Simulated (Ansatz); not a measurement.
# Cl-SiC-Cl chair monolayer in a perpendicular field, part 3 of 3

Wanted: the out-of-plane response of the Cl-SiC-Cl chair monolayer. A positive field points along +c.

Ansatz 0.2.0; plane-wave DFT, PBE-D3(BJ), Ansatz PAW.

So far. Step 8 (Atoms held, field -0.25 V/Å): The dipole is -0.0797 e·Å, -0.0707 e·Å from its value without field, and the gap 2.230 eV. Step 9 (Response, atoms held): The induced dipole is that of a conductor 5.60 Å thick.

### 10. Field on, atoms free, field 0.1 V/Å

This step: plane-wave DFT, PBE-D3(BJ), Ansatz PAW (Ansatz 0.2.0).

Now the atoms may follow the field. A weak field makes forces of meV/Å to tens of meV/Å, so the force tolerance is set well below the usual one.

Contents of input.yaml:

```yaml
crystal:
  lattice:
    - [3.249950465, 0.0, 0.0]
    - [-1.6249752325, 2.8145396637, 0.0]
    - [0.0, 0.0, 22.4194519677]
  atoms:
    - { symbol: Cl, position: [0.6666666667, 0.3333333333, 0.4014371097] }
    - { symbol: C, position: [0.6666666667, 0.3333333333, 0.4831014345] }
    - { symbol: Si, position: [0.3333333333, 0.6666666667, 0.507524492] }
    - { symbol: Cl, position: [0.3333333333, 0.6666666667, 0.5985628903] }
kpoints:
  mp_grid: { grid: [12, 12, 1] }
hamiltonian:
  xc: pbe
  dispersion: d3bj
scf:
  occupations: { method: fermi_dirac, width: 0.02585 }
  convergence: { dr2_threshold: 1.0e-10 }
efield:
  axis: 3
  dipole_correction: true
  ramp_position: 0.97
  ramp_width: 0.06
  amplitude: 0.1
relax:
  f_tol: 0.001
  max_steps: 60
output:
  write_potential: true
  write_density: true
  volumetric_format: npy
```

Started as:

```console
ansatz run input.yaml --threads 2 --pin off --max-ram 3072MiB --backend cpu --events-out ev --progress --plain --runs-dir out
```

Log:

```text
[...]
Crystal: 4 atoms, lattice volume = 205.073 Å³
Basis set: ecut = 420 eV, 4083 PW (Γ), exchange–correlation on 48×48×300 points (8 copies of the dense FFT grid, shifted against one another)
Bands: 15, of which v1, the nominal top of the filled ones, is band 11 counted from 1 (10 counted from 0)
Symmetry: 6 space group operations
[...]
k-points: 19 of 144 (time reversal used)
[...]
SCF iter   1: F=—  HF=-3048.738318 eV  |F-HF|=—  |Δ(HF+E_count)|=         —  Δρ=4.44e-2  dr2=4.43e0  ethr=3.10e-3  p=0.032 e·Å  D=2.81e-2 V/Å  ΔV_dip=-0.63 eV  dr2_dipole=9.51e-3  V_vac-E_F(+/−)=6.58/5.20 eV  ⟨swp⟩=9.5  Hψ=2381  notcnv=0
[...]
SCF iter  12: F=-3047.557477 eV  HF=-3047.557477 eV  |F-HF|=3.18e-11  |Δ(HF+E_count)|=  3.75e-10  Δρ=1.67e-7  dr2=5.03e-11  ethr=1.00e-12  p=0.019 e·Å  D=1.71e-2 V/Å  ΔV_dip=-0.38 eV  dr2_dipole=6.27e-13  V_vac-E_F(+/−)=5.20/3.57 eV  ⟨swp⟩=8.0  Hψ=1742  notcnv=0
SCF 1 converged in 12 iterations: F = -3047.557477 eV  dr2 = 5.03e-11
[...]
relax step   1: F+E_penalty+E_count = -3047.55747740 eV  Δ(F+E_penalty+E_count) = +0.000e0 eV  max|allowed force component| = 5.171e-2 eV/Å  Δτ_max = 0.0000 Å  (12 SCF iters, accepted)
[...]
SCF iter   8: F=-3047.557519 eV  HF=-3047.557519 eV  |F-HF|=4.09e-12  |Δ(HF+E_count)|=  1.52e-10  Δρ=1.28e-7  dr2=2.50e-11  ethr=1.00e-12  p=0.020 e·Å  D=1.79e-2 V/Å  ΔV_dip=-0.40 eV  dr2_dipole=1.47e-13  V_vac-E_F(+/−)=5.18/3.57 eV  ⟨swp⟩=7.9  Hψ=1677  notcnv=0
SCF 2 converged in 8 iterations: F = -3047.557519 eV  dr2 = 2.50e-11
relax step   2: F+E_penalty+E_count = -3047.55751870 eV  Δ(F+E_penalty+E_count) = -4.130e-5 eV  max|allowed force component| = 6.504e-3 eV/Å  Δτ_max = 0.0013 Å  (8 SCF iters, accepted)
SCF iter   1: F=—  HF=-3047.557519 eV  |F-HF|=—  |Δ(HF+E_count)|=         —  Δρ=1.21e-5  dr2=8.50e-7  ethr=7.64e-8  p=0.020 e·Å  D=1.79e-2 V/Å  ΔV_dip=-0.40 eV  dr2_dipole=2.13e-7  V_vac-E_F(+/−)=5.18/3.57 eV  ⟨swp⟩=2.2  Hψ=729  notcnv=0
[...]
SCF iter   6: F=-3047.557519 eV  HF=-3047.557519 eV  |F-HF|=2.41e-11  |Δ(HF+E_count)|=  1.08e-10  Δρ=2.39e-7  dr2=5.19e-11  ethr=1.00e-12  p=0.020 e·Å  D=1.78e-2 V/Å  ΔV_dip=-0.40 eV  dr2_dipole=5.51e-13  V_vac-E_F(+/−)=5.18/3.57 eV  ⟨swp⟩=6.2  Hψ=1857  notcnv=0
SCF 3 converged in 6 iterations: F = -3047.557519 eV  dr2 = 5.19e-11
relax step   3: F+E_penalty+E_count = -3047.55751946 eV  Δ(F+E_penalty+E_count) = -7.559e-7 eV  max|allowed force component| = 1.157e-3 eV/Å  Δτ_max = 0.0002 Å  (6 SCF iters, accepted)
SCF iter   1: F=—  HF=-3047.557469 eV  |F-HF|=—  |Δ(HF+E_count)|=         —  Δρ=2.56e-6  dr2=1.00e-8  ethr=2.72e-10  p=0.020 e·Å  D=1.78e-2 V/Å  ΔV_dip=-0.40 eV  dr2_dipole=2.74e-12  V_vac-E_F(+/−)=5.18/3.57 eV  ⟨swp⟩=3.4  Hψ=907  notcnv=0
[...]
SCF iter   6: F=-3047.557519 eV  HF=-3047.557519 eV  |F-HF|=6.37e-12  |Δ(HF+E_count)|=  2.80e-10  Δρ=1.24e-7  dr2=2.01e-11  ethr=1.00e-12  p=0.020 e·Å  D=1.78e-2 V/Å  ΔV_dip=-0.40 eV  dr2_dipole=3.38e-12  V_vac-E_F(+/−)=5.18/3.57 eV  ⟨swp⟩=6.0  Hψ=1742  notcnv=0
SCF 4 converged in 6 iterations: F = -3047.557519 eV  dr2 = 2.01e-11
relax step   4: F+E_penalty+E_count = -3047.55751948 eV  Δ(F+E_penalty+E_count) = -2.711e-8 eV  max|allowed force component| = 6.896e-4 eV/Å  Δτ_max = 0.0000 Å  (6 SCF iters, accepted)
[...]
the band table was solved once a step of the walk had ended and its energy, with any forces and stress, was formed, with the checks that follow a solve (2051 applications of the Hamiltonian). They found nothing against the state; the energy, forces and stress were not computed again (output.eigenvalues in the input reference)
SCF converged after 6 iterations
Free energy (F): -3047.557519 eV
[...]
Internal energy: -3047.557519 eV  (E = F + TS)
E sigma→0 (E₀):  -3047.557519 eV
Fermi energy:    -0.725611 eV
Dipole field:    D = 0.017806 V/Å  (p = 0.020180 e·Å, saw-weighted, corrected)
Work function:   not extracted (applied field tilts the vacuum); planar V_es + V_field profile in the machine report
[...]
--- Forces (eV/Å), atoms counted from 1 ---
  atom   1  Cl     0.00000000     0.00000000    -0.00065681
  atom   2  C      0.00000000     0.00000000     0.00068793
  atom   3  Si     0.00000000    -0.00000000    -0.00020250
  atom   4  Cl     0.00000000     0.00000000     0.00016474
  max |Σ_I F_I| component: 6.65e-6 eV/Å
--- Band table (eV; the first three rows and the last of 19) ---
  k-point 0: bands = [... 7 lower, -3.0946, -3.0946, -1.8563, -1.8563, 0.3815, 1.3107, 3.0628, 3.5345]
  k-point 1: bands = [... 7 lower, -3.3727, -3.1491, -2.1738, -1.9194, 0.5863, 1.6057, 3.1635, 3.5219]
  k-point 2: bands = [... 7 lower, -4.0365, -3.2956, -2.9268, -2.0823, 0.8851, 1.9775, 3.3971, 3.6470]
  k-point 18: bands = [... 7 lower, -5.6965, -5.0869, -4.4506, -4.3515, 2.1022, 3.1991, 3.6397, 5.2227]
--- Relaxed structure (4 steps of the walk, 4 accepted, 0 SCFs on fresh bases) ---
  F+E_penalty+E_count = -3047.55751948 eV   max|allowed force component| = 6.896e-4 eV/Å
  atoms:
    - { symbol: Cl, position: [0.666667, 0.333333, 0.401410] }
    - { symbol: C, position: [0.666667, 0.333333, 0.483094] }
    - { symbol: Si, position: [0.333333, 0.666667, 0.507577] }
    - { symbol: Cl, position: [0.333333, 0.666667, 0.598545] }
```

Wall time 12 s (2 threads of Intel Xeon Platinum 8488C (Sapphire Rapids), shared host); peak memory 0.45 GiB; 23 s of CPU time.

No atom moved by 0.005 Å in the relaxation.

Read from the output:

```
gap on the k-mesh       : 2.238 eV
dipole along the normal : 0.02018 e·Å
```

The relaxation took 4 steps and lowered the energy by 4.2e-5 eV; the largest force on the free atoms ends at 6.9e-4 eV/Å.

The dipole is 0.0202 e·Å, 0.0291 e·Å from its value without field, and the gap on the mesh 2.238 eV.

### 11. Field on, atoms free, field -0.1 V/Å

The opposite sign, again from the field-free geometry; the difference of the two cancels what relaxes without a field.

input.yaml: that of step 10 with these lines changed.

```diff
@@ -23,3 +23,3 @@
   ramp_width: 0.06
-  amplitude: 0.1
+  amplitude: -0.1
 relax:
```

Log:

```text
[...]
Crystal: 4 atoms, lattice volume = 205.073 Å³
Basis set: ecut = 420 eV, 4083 PW (Γ), exchange–correlation on 48×48×300 points (8 copies of the dense FFT grid, shifted against one another)
Bands: 15, of which v1, the nominal top of the filled ones, is band 11 counted from 1 (10 counted from 0)
Symmetry: 6 space group operations
[...]
--- Relaxed structure (3 steps of the walk, 3 accepted, 0 SCFs on fresh bases) ---
  F+E_penalty+E_count = -3047.55931121 eV   max|allowed force component| = 9.499e-4 eV/Å
  atoms:
    - { symbol: Cl, position: [0.666667, 0.333333, 0.401462] }
    - { symbol: C, position: [0.666667, 0.333333, 0.483109] }
    - { symbol: Si, position: [0.333333, 0.666667, 0.507473] }
    - { symbol: Cl, position: [0.333333, 0.666667, 0.598583] }
[key lines of the parts left out:]
SCF converged after 7 iterations
Free energy (F): -3047.559311 eV
Fermi energy:    -0.703487 eV
Dipole field:    D = -0.033616 V/Å  (p = -0.038098 e·Å, saw-weighted, corrected)
```

The job ended after 10 s (2 threads; peak memory 0.45 GiB; 19 s of CPU time).

Hardly anything moved in the relaxation; the energy changed by under 0.2 meV an atom.

This step gave:

```yaml
gap_on_the_k_mesh: 2.236 eV
dipole_along_the_normal: -0.03810 e·Å
```

The relaxation took 3 steps and lowered the energy by 4.2e-5 eV; the largest force on the free atoms ends at 9.5e-4 eV/Å.

The dipole is -0.0381 e·Å, -0.0291 e·Å from its value without field, and the gap on the mesh 2.236 eV.

### 12. Response, atoms relaxed

This step: plane-wave DFT, PBE-D3(BJ), Ansatz PAW; response to a field along the normal, atoms relaxed (Ansatz 0.2.0).

The same analysis on the two relaxed runs holds the ionic part too; their mesh is coarser, so small differences from the held value can come from that.

This step gave:

| Item | Value |
| --- | --- |
| equivalent conductor thickness p/(ε₀AE) | 5.764 Å |

The dipole of the cell by applied field:

```csv
applied field (V/Å),dipole of the cell (e·Å)
-0.1000,-0.0381
0.1000,0.0202
```

Local field over the applied field, running mean. From the potentials at -0.1 and 0.1 V/Å; running mean over 2.5 Å. The local field over applied field by z:

| z (Å) | local field over applied field |
| --- | --- |
| 4.04 | 1.000 |
| 4.48 | 1.000 |
| 4.78 | 1.000 |
| 5.23 | 0.999 |
| 5.53 | 0.997 |
| 5.98 | 0.990 |
| 6.43 | 0.966 |
| 6.73 | 0.928 |
| 7.17 | 0.808 |
| 7.47 | 0.725 |
| 7.92 | 0.601 |
| 8.37 | 0.478 |
| 8.67 | 0.370 |
| 9.12 | 0.259 |
| 9.42 | 0.256 |
| 9.86 | 0.206 |
| 10.31 | 0.0528 |
| 10.61 | -0.0169 |
| 11.06 | 0.0200 |
| 11.36 | 0.0356 |
| 11.81 | -0.00248 |
| 12.11 | -0.0216 |
| 12.55 | 0.0880 |
| 13.00 | 0.230 |
| 13.30 | 0.278 |
| 13.75 | 0.354 |
| 14.05 | 0.456 |
| 14.50 | 0.600 |
| 14.95 | 0.733 |
| 15.25 | 0.815 |
| 15.69 | 0.927 |
| 15.99 | 0.965 |
| 16.44 | 0.989 |
| 16.89 | 0.997 |
| 17.19 | 0.999 |
| 17.64 | 1.000 |
| 17.94 | 1.000 |
| 18.38 | 1.000 |

Electrons, planar mean, per unit field. Induced electron density against z:

```
z (Å)  induced electron density (e/Å³ per V/Å)
 4.04                                   1.8e-7
 4.48                                   4.6e-7
 4.78                                   1.1e-6
 5.23                                   4.2e-6
 5.53                                   9.9e-6
 5.98                                   3.5e-5
 6.43                                   1.2e-4
 6.73                                   2.7e-4
 7.17                                   8.5e-4
 7.47                                  0.00180
 7.92                                  0.00502
 8.37                                  0.00895
 8.67                                  0.00496
 9.12                                 -0.00214
 9.42                                 -0.00355
 9.86                                 -0.00351
10.31                                 -0.00212
10.61                                  -3.7e-4
11.06                                  -5.4e-4
11.36                                 -0.00239
11.81                                  -6.5e-4
12.11                                  0.00304
12.55                                  0.00540
13.00                                  0.00267
13.30                                   2.0e-5
13.75                                 -0.00404
14.05                                 -0.00709
14.50                                 -0.00451
14.95                                 -0.00179
15.25                                  -8.8e-4
15.69                                  -2.9e-4
15.99                                  -1.3e-4
16.44                                  -3.9e-5
16.89                                  -1.1e-5
17.19                                  -4.8e-6
17.64                                  -1.3e-6
17.94                                  -5.6e-7
18.38                                  -1.6e-7
```

The induced dipole is that of a conductor 5.76 Å thick.

### 13. A changed input: efield.amplitude = -0.05

This step: plane-wave DFT, PBE-D3(BJ), Ansatz PAW (Ansatz 0.2.0).

A run with a changed input: it repeats the earlier run at 0.03 V/Å with efield.amplitude from 0.03 to -0.05.

input.yaml: that of step 11 with these lines changed.

```diff
@@ -11,3 +11,6 @@
 kpoints:
-  mp_grid: { grid: [12, 12, 1] }
+  mp_grid: { grid: [18, 18, 1] }
+  band_path:
+    path: [[0, 0, 0], [0.5, 0, 0], [0.33333333, 0.33333333, 0], [0, 0, 0]]
+    npoints: 16
 hamiltonian:
@@ -23,6 +26,3 @@
   ramp_width: 0.06
-  amplitude: -0.1
-relax:
-  f_tol: 0.001
-  max_steps: 60
+  amplitude: -0.05
 output:
```

Log:

```text
[...]
Crystal: 4 atoms, lattice volume = 205.073 Å³
Basis set: ecut = 420 eV, 4083 PW (Γ)
Bands: 15, of which v1, the nominal top of the filled ones, is band 11 counted from 1 (10 counted from 0)
Symmetry: 6 space group operations
[...]
k-points: 37 of 324 (time reversal used)
[...]
SCF iter   1: F=—  HF=-3048.739608 eV  |F-HF|=—  |Δ(HF+E_count)|=         —  Δρ=4.44e-2  dr2=4.43e0  ethr=3.10e-3  p=-0.016 e·Å  D=-1.40e-2 V/Å  ΔV_dip=0.31 eV  dr2_dipole=6.35e-3  V_vac-E_F(+/−)=5.52/6.23 eV  ⟨swp⟩=10.0  Hψ=4716  notcnv=0
[...]
SCF iter  12: F=-3047.557758 eV  HF=-3047.557758 eV  |F-HF|=1.59e-11  |Δ(HF+E_count)|=  4.47e-10  Δρ=1.69e-7  dr2=6.26e-11  ethr=1.00e-12  p=-0.023 e·Å  D=-2.04e-2 V/Å  ΔV_dip=0.46 eV  dr2_dipole=1.37e-12  V_vac-E_F(+/−)=4.07/4.64 eV  ⟨swp⟩=4.5  Hψ=2022  notcnv=0
SCF 1 converged in 12 iterations: F = -3047.557758 eV  dr2 = 6.26e-11
[...]
SCF converged after 12 iterations
Free energy (F): -3047.557758 eV
[...]
Internal energy: -3047.557758 eV  (E = F + TS)
E sigma→0 (E₀):  -3047.557758 eV
Fermi energy:    -0.699486 eV
Dipole field:    D = -0.020392 V/Å  (p = -0.023110 e·Å, saw-weighted, corrected)
Work function:   not extracted (applied field tilts the vacuum); planar V_es + V_field profile in the machine report
[...]
--- Band table (eV; the first three rows and the last of 37) ---
  k-point 0: bands = [... 7 lower, -3.1199, -3.1199, -1.8350, -1.8350, 0.4020, 1.3298, 3.0701, 3.7762]
  k-point 1: bands = [... 7 lower, -3.2474, -3.1440, -1.9818, -1.8639, 0.5092, 1.4643, 3.1040, 3.7101]
  k-point 2: bands = [... 7 lower, -3.5909, -3.2133, -2.3713, -1.9447, 0.7199, 1.7952, 3.1852, 3.5869]
  k-point 36: bands = [... 7 lower, -5.7103, -5.1103, -4.4283, -4.3371, 2.1293, 3.1898, 3.6188, 5.2235]
```

Elapsed: 13 s, on 2 threads; peak memory 0.49 GiB; 25 s of CPU time.

This step gave:

| Property | Result |
| --- | --- |
| gap on the k-mesh | 2.237 eV |
| dipole along the normal | -0.02311 e·Å |
| gap along the path | 2.237 eV |
| smallest direct gap along the path | 2.237 eV |
| gap, the smaller of path and mesh | 2.237 eV |

Electronic bands along the path, in eV, zero at the Fermi level of the run, which the smearing sets inside the gap:

```csv
point,band 8,band 9,band 10,band 11,band 12,band 13,band 14,band 15
Γ,-2.42,-2.42,-1.14,-1.14,1.10,2.03,3.77,4.48
halfway,-4.09,-3.08,-2.81,-1.57,1.75,2.50,4.20,5.19
M,-5.07,-4.42,-3.17,-1.94,1.22,2.54,3.77,5.67
halfway,-5.02,-4.31,-3.73,-2.67,2.58,2.93,4.11,5.29
K,-5.01,-4.41,-3.73,-3.64,2.83,3.89,4.32,5.92
halfway,-4.18,-3.54,-2.91,-2.01,2.10,3.54,4.13,4.43
Γ,-2.42,-2.42,-1.14,-1.14,1.10,2.03,3.77,4.48
```

```
                               quantity  this run  earlier run  difference
          dipole along the normal (e·Å)  -0.02311     -4.73e-4      -0.023
                gap along the path (eV)     2.237        2.238     -0.0012
smallest direct gap along the path (eV)     2.237        2.238     -0.0012
                 gap on the k-mesh (eV)     2.237        2.238     -0.0012
```

The applied field differs, and the slope found earlier predicts a dipole of -0.0231 e·Å; this run gives -0.0231 e·Å, in line with it.

### 14. The same run with other settings: efield.amplitude = -0.2

Another changed input: it repeats the earlier run at 0.03 V/Å with efield.amplitude from 0.03 to -0.2.

input.yaml: that of step 13 with these lines changed.

```diff
@@ -26,3 +26,3 @@
   ramp_width: 0.06
-  amplitude: -0.05
+  amplitude: -0.2
 output:
```

Log:

```text
[...]
Crystal: 4 atoms, lattice volume = 205.073 Å³
Basis set: ecut = 420 eV, 4083 PW (Γ)
Bands: 15, of which v1, the nominal top of the filled ones, is band 11 counted from 1 (10 counted from 0)
Symmetry: 6 space group operations
[...]
k-points: 37 of 324 (time reversal used)
[...]
SCF iter   1: F=—  HF=-3048.747512 eV  |F-HF|=—  |Δ(HF+E_count)|=         —  Δρ=4.44e-2  dr2=4.43e0  ethr=3.10e-3  p=-0.064 e·Å  D=-5.62e-2 V/Å  ΔV_dip=1.26 eV  dr2_dipole=3.80e-3  V_vac-E_F(+/−)=4.46/7.25 eV  ⟨swp⟩=9.8  Hψ=4637  notcnv=0
[...]
SCF iter  12: F=-3047.564408 eV  HF=-3047.564408 eV  |F-HF|=8.19e-12  |Δ(HF+E_count)|=  5.14e-10  Δρ=1.11e-7  dr2=1.63e-11  ethr=1.00e-12  p=-0.066 e·Å  D=-5.78e-2 V/Å  ΔV_dip=1.30 eV  dr2_dipole=3.79e-13  V_vac-E_F(+/−)=2.95/5.70 eV  ⟨swp⟩=4.9  Hψ=2184  notcnv=0
SCF 1 converged in 12 iterations: F = -3047.564408 eV  dr2 = 1.63e-11
[...]
SCF converged after 12 iterations
Free energy (F): -3047.564408 eV
[...]
Internal energy: -3047.564408 eV  (E = F + TS)
E sigma→0 (E₀):  -3047.564408 eV
Fermi energy:    -0.674462 eV
Dipole field:    D = -0.057846 V/Å  (p = -0.065557 e·Å, saw-weighted, corrected)
Work function:   not extracted (applied field tilts the vacuum); planar V_es + V_field profile in the machine report
[...]
--- Band table (eV; the first three rows and the last of 37) ---
  k-point 0: bands = [... 7 lower, -3.1562, -3.1562, -1.8071, -1.8071, 0.4253, 1.3457, 2.7281, 3.4345]
  k-point 1: bands = [... 7 lower, -3.2831, -3.1798, -1.9538, -1.8362, 0.5339, 1.4786, 2.7736, 3.4677]
  k-point 2: bands = [... 7 lower, -3.6254, -3.2479, -2.3434, -1.9177, 0.7471, 1.8058, 2.9008, 3.5051]
  k-point 36: bands = [... 7 lower, -5.7318, -5.1410, -4.4019, -4.3180, 2.1562, 3.1771, 3.6029, 5.2348]
```

Run time: 13 s. Hardware: 2 threads; peak memory 0.47 GiB.

This step gave:

```
gap on the k-mesh                  : 2.232 eV
dipole along the normal            : -0.06556 e·Å
gap along the path                 : 2.232 eV
smallest direct gap along the path : 2.232 eV
gap, the smaller of path and mesh  : 2.232 eV
```

Electronic bands along the path, in eV, zero at the Fermi level of the run, which the smearing sets inside the gap:

```csv
point,band 8,band 9,band 10,band 11,band 12,band 13,band 14,band 15
Γ,-2.48,-2.48,-1.13,-1.13,1.10,2.02,3.40,4.11
halfway,-4.14,-3.08,-2.87,-1.57,1.74,2.49,4.06,4.90
M,-5.12,-4.43,-3.22,-1.94,1.20,2.54,3.73,5.63
halfway,-5.07,-4.32,-3.78,-2.67,2.57,2.91,4.07,5.26
K,-5.06,-4.47,-3.73,-3.64,2.83,3.85,4.28,5.91
halfway,-4.24,-3.55,-2.95,-2.01,2.11,3.51,4.08,4.38
Γ,-2.48,-2.48,-1.13,-1.13,1.10,2.02,3.40,4.11
```

```csv
quantity,this run,earlier run,difference
dipole along the normal (e·Å),-0.06556,-4.73e-4,-0.065
gap along the path (eV),2.232,2.238,-0.0059
smallest direct gap along the path (eV),2.232,2.238,-0.0059
gap on the k-mesh (eV),2.232,2.238,-0.0059
```

The applied field differs, and the slope found earlier predicts a dipole of -0.0656 e·Å; this run gives -0.0656 e·Å, in line with it.

### 15. Outcome

```json
{
 "gap without field": "2.24 eV",
 "ionisation energy, upper face": "5.60 eV",
 "electron affinity, upper face": "3.37 eV",
 "step between the vacuum levels": "0.177 eV",
 "equivalent conductor thickness, atoms held": "5.60 Å",
 "equivalent conductor thickness, atoms relaxed": "5.76 Å"
}
```

The induced dipole equals that of a perfect conductor 5.60 Å thick, while the outer atoms lie 4.42 Å apart; an out-of-plane ε follows only once a thickness t is chosen, by 1 − 1/ε = 5.60 Å / t. The two faces differ: the vacuum level above lies 0.18 eV higher than the one below. The gap stays within 0.01 eV of 2.24 eV over the fields run, up to 0.25 V/Å in size. Letting the atoms follow the field adds 0.17 Å to the equivalent conductor thickness: the ionic part of the response. Semilocal functionals give gaps that are too small, and excitons are not included.

[Long decimals in the printed logs are rounded to 6 places.]

[Logs are printed without paths, hosts, clocks, repeated set-up lines and the standing remarks that a program may print on its own settings, such as how far it seeks lower states.]

[Hosts, paths, dates, database ids (printed as entryN), source tags and the programs' standing remarks are cut or masked in the printed files.]

[Maps of the electrostatic potential energy from Ansatz leave out the sawtooth potential of an applied field or a dipole correction, so their vacuum need not be flat; planar profiles and work functions include it.]
